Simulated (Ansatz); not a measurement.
# Direct or indirect: CaCu2S2 (P-3m1)

```xyz
5
Lattice="3.9400 0.0000 0.0000 -1.9700 3.4121 0.0000 0.0000 0.0000 6.5230" Properties=species:S:1:pos:R:3 pbc="T T T"
Cu    1.9700    1.1374    4.0672
Cu    0.0000    2.2748    2.4558
Ca    0.0000    0.0000    0.0000
S     1.9700    1.1374    1.6549
S     0.0000    2.2748    4.8681
```

Method: Ansatz, PBE, independent particles, without spin-orbit coupling, line width 0.1 eV (Gaussian). The band structure gives a fundamental gap of 1.08 eV. The spectrum of vertical transitions near the edge:

```
E (eV)  Im ε, E ∥ xy  Im ε, E ∥ z
  0.60          0.00         0.00
  0.72          0.00         0.00
  0.84          0.00         0.00
  0.96          0.02         0.00
  1.08          0.23         0.02
  1.20          0.61         0.27
  1.32          0.80         0.84
  1.44          0.91         1.20
  1.56          1.00         1.38
  1.68          1.10         1.50
  1.80          1.22         1.59
  1.92          1.37         1.65
  2.04          1.56         1.70
  2.16          1.84         1.73
  2.28          2.32         1.78
  2.40          3.17         1.88
```

Q: Is the gap direct or indirect, and about where do vertical transitions set in?

A: Direct: the band path has its least direct gap at the fundamental one, 1.08 eV, and the curves rise from there. Lines are broadened by 0.1 eV, which spreads the edge.

[Logs are printed without paths, hosts, clocks, repeated set-up lines and the standing remarks that a program may print on its own settings, such as how far it seeks lower states.]
